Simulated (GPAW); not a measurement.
# N2 in line between two Ta chains: transmission at several levels, part 2 of 2

Wanted: the zero-bias transmission of N2 in line between two Ta chains on a ladder of levels, with run times.

GPAW 26.7.0; GPAW LCAO, PAW setups; Landauer transmission from Green's functions with principal layers (ASE), zero bias.

So far, transmission at the Fermi level (one spin): step 2 (double-zeta polarised basis, PBE, GPAW) 1.91; step 3 (basis szp(dzp), PBE, GPAW) 1.88; step 4 (basis sz(dzp), PBE, GPAW) 1.86; step 5 (RPBE) 1.91.

## Step 8: Basis sz(dzp), smearing 0.05, broadening 1e-06 (continued)

One spin. Table of transmission, zone mean by energy, zero at the Fermi level:

| energy (eV) | transmission, zone mean |
| --- | --- |
| -2.00 | 1.17 |
| -1.85 | 1.46 |
| -1.70 | 1.50 |
| -1.60 | 1.54 |
| -1.45 | 1.64 |
| -1.30 | 1.80 |
| -1.15 | 1.93 |
| -1.05 | 1.98 |
| -0.90 | 2.01 |
| -0.85 | 2.01 |
| -0.75 | 2.00 |
| -0.60 | 1.97 |
| -0.50 | 1.94 |
| -0.35 | 1.90 |
| -0.20 | 1.87 |
| -0.05 | 1.88 |
| 0.00 | 1.87 |
| 0.05 | 1.87 |
| 0.20 | 1.87 |
| 0.35 | 1.85 |
| 0.50 | 1.82 |
| 0.60 | 1.80 |
| 0.75 | 1.78 |
| 0.90 | 1.80 |
| 1.05 | 1.89 |
| 1.15 | 1.92 |
| 1.30 | 1.66 |
| 1.40 | 2.05 |
| 1.45 | 0.710 |
| 1.60 | 0.0461 |
| 1.70 | 0.0455 |
| 1.85 | 0.0419 |
| 2.00 | 0.0382 |

Not self-consistent under bias; the bias window is split evenly. Table of current through one cell, from the zero-bias transmission by bias:

| bias (V) | current through one cell, from the zero-bias transmission (μA) |
| --- | --- |
| 0.100 | 14.5 |
| 0.200 | 29.0 |
| 0.500 | 72.4 |
| 1.000 | 145 |
| 1.500 | 218 |
| 2.000 | 292 |

Transmission of the three most open eigenchannels against energy, zero at the Fermi level:

| energy (eV) | channel 1 | channel 2 | channel 3 |
| --- | --- | --- | --- |
| -2.00 | 0.583 | 0.583 | 0.00812 |
| -1.85 | 0.729 | 0.729 | 0.00219 |
| -1.70 | 0.750 | 0.750 | 1.6e-4 |
| -1.60 | 0.759 | 0.759 | 0.0138 |
| -1.45 | 0.807 | 0.807 | 0.0172 |
| -1.30 | 0.885 | 0.885 | 0.0227 |
| -1.15 | 0.948 | 0.948 | 0.0272 |
| -1.05 | 0.971 | 0.971 | 0.0304 |
| -0.90 | 0.981 | 0.981 | 0.0354 |
| -0.75 | 0.975 | 0.975 | 0.0399 |
| -0.60 | 0.957 | 0.957 | 0.0435 |
| -0.50 | 0.941 | 0.941 | 0.0454 |
| -0.35 | 0.917 | 0.917 | 0.0476 |
| -0.20 | 0.902 | 0.902 | 0.0495 |
| -0.05 | 0.897 | 0.897 | 0.0514 |
| 0.00 | 0.896 | 0.896 | 0.0520 |
| 0.05 | 0.896 | 0.896 | 0.0525 |
| 0.20 | 0.896 | 0.896 | 0.0535 |
| 0.35 | 0.890 | 0.890 | 0.0533 |
| 0.50 | 0.878 | 0.878 | 0.0516 |
| 0.60 | 0.867 | 0.867 | 0.0497 |
| 0.75 | 0.858 | 0.858 | 0.0463 |
| 0.90 | 0.873 | 0.873 | 0.0427 |
| 1.05 | 0.918 | 0.918 | 0.0398 |
| 1.15 | 0.936 | 0.936 | 0.0384 |
| 1.30 | 0.806 | 0.806 | 0.0369 |
| 1.45 | 0.332 | 0.332 | 0.0359 |
| 1.60 | 0.0352 | 0.0105 | 2.2e-4 |
| 1.70 | 0.0348 | 0.0103 | 1.8e-4 |
| 1.85 | 0.0348 | 0.00689 | 1.2e-4 |
| 2.00 | 0.0363 | 0.00169 | 1.2e-4 |

The conductance, 1.87 G₀, lies 1.9 % below that of the dzp run.

## Step 9: A second varied run

A last run, with other settings again.

File run.py:

```python
import json
import numpy as np
from ase import Atoms
from ase.transport.calculators import TransportCalculator
from gpaw import GPAW, FermiDirac
from gpaw.lcao.tools import get_lcao_hamiltonian
from scipy.linalg import eigh

# The junction with lead layers at both ends, along the third cell vector
device = Atoms(
    ['Ta', 'Ta', 'Ta', 'Ta', 'Ta', 'Ta', 'Ta', 'N', 'N', 'Ta', 'Ta', 'Ta', 'Ta', 'Ta', 'Ta', 'Ta'],
    positions=[
        [4.50000, 4.50000, 1.20000],
        [4.50000, 4.50000, 3.60000],
        [4.50000, 4.50000, 6.00000],
        [4.50000, 4.50000, 8.40000],
        [4.50000, 4.50000, 10.80000],
        [4.50000, 4.50000, 13.20000],
        [4.50000, 4.50000, 15.60000],
        [4.50000, 4.50000, 17.32140],
        [4.50000, 4.50000, 18.46140],
        [4.50000, 4.50000, 20.18280],
        [4.50000, 4.50000, 22.58280],
        [4.50000, 4.50000, 24.98280],
        [4.50000, 4.50000, 27.38280],
        [4.50000, 4.50000, 29.78280],
        [4.50000, 4.50000, 32.18280],
        [4.50000, 4.50000, 34.58280]],
    cell=[[9.0, 0.0, 0.0], [0.0, 9.0, 0.0], [0.0, 0.0, 35.7828]],
    pbc=True)

# One principal layer of the lead: the first 5 atoms of the device
lead = Atoms(
    ['Ta', 'Ta', 'Ta', 'Ta', 'Ta'],
    positions=[
        [4.50000, 4.50000, 1.20000],
        [4.50000, 4.50000, 3.60000],
        [4.50000, 4.50000, 6.00000],
        [4.50000, 4.50000, 8.40000],
        [4.50000, 4.50000, 10.80000]],
    cell=[[9.0, 0.0, 0.0], [0.0, 9.0, 0.0], [0.0, 0.0, 12.0]],
    pbc=True)

settings = dict(mode='lcao', basis='dzp', xc='PBE', h=0.18,
                occupations=FermiDirac(0.1), maxiter=60,
                mixer=dict(beta=0.7, nmaxold=1, weight=1.0),
                convergence=dict(density=0.0001))
energies = np.arange(-2, 2 + 1e-9, 0.05)
eta = 0.0001
n1, n2 = 1, 1
# k and -k transmit alike, so half of the mesh across the current serves
mesh = [(i, j) for i in range(n1) for j in range(n2) if (i, j) <= (-i % n1, -j % n2)]
weights = np.array([1 if (i, j) == (-i % n1, -j % n2) else 2 for i, j in mesh]) / (n1 * n2)

# [... helper functions left out ...]
fermi_lead = ground_state(lead, (1, 1, 10), 'lead.txt')
fermi_device = ground_state(device, (1, 1, 2), 'device.txt')
# [... loop over the mesh left out, but for ...]
        # Shift the lead onto the potential of the device's first layer
        shift = ((H[:, 0, 0] - H0[:, 0, 0]) / S0[0, 0]).real.mean()
# [...]
kT = 8.617333e-5 * 500
bias = [0.1, 0.2, 0.5, 1.0, 1.5, 2.0]
# [... integrals and printing left out ...]
```

The run is started by

```
$ OMP_NUM_THREADS=1 OPENBLAS_NUM_THREADS=1 python run.py
```

Run time: 3.8 min. Hardware: 1 thread of Arm Neoverse V1, shared host; peak memory 0.63 GiB.

The fault put into the input: mixing far too strong, under a cap of 60 iterations, which ended the run (beta = 0.7, nmaxold = 1 and weight = 1.0).

## Step 10: Results

| Item | Value |
| --- | --- |
| conductance | 1.91 G₀ |
| transmission at the Fermi level, mean of the spins | 1.91 |

In words: In the dzp basis the junction conducts 1.91 G₀ at 500 K, with T = 1.91 a spin at the Fermi level; the sz basis reaches that conductance within 10 %. At the Fermi level the three most open eigenchannels pass 0.91, 0.91 and 0.045. Measured against the first run (dzp), the nearest curve is that of dzp-RPBE (r.m.s. 0.075) and the farthest that of sz (0.31). Over the compared runs wall time goes from 134 s (sz) to 299 s (dzp-RPBE), on a shared host. The geometry was built from estimated bond lengths and not relaxed, so the numbers describe this model structure. The run had no spin polarisation, so a magnetic state, which chains and small molecules with open shells often have, wasn't tested. Spin-orbit coupling is left out, which matters for the heavy atoms here. An evenly spaced straight chain is an idealisation: free chains tend to dimerise, zigzag or, where a band edge lies near the Fermi level, turn magnetic. The currents use the zero-bias T(E) throughout, which holds only while the bias is small against the distance to the nearest feature. The thermopower isn't quoted: it samples T(E) farther from the Fermi level than the conductance does, and the energy grid wasn't tested for it.

[Logs are printed without paths, hosts, clocks, repeated set-up lines and the standing remarks that a program may print on its own settings, such as how far it seeks lower states.]

[Hosts, paths, dates, database ids (printed as entryN), source tags and the programs' standing remarks are cut or masked in the printed files.]
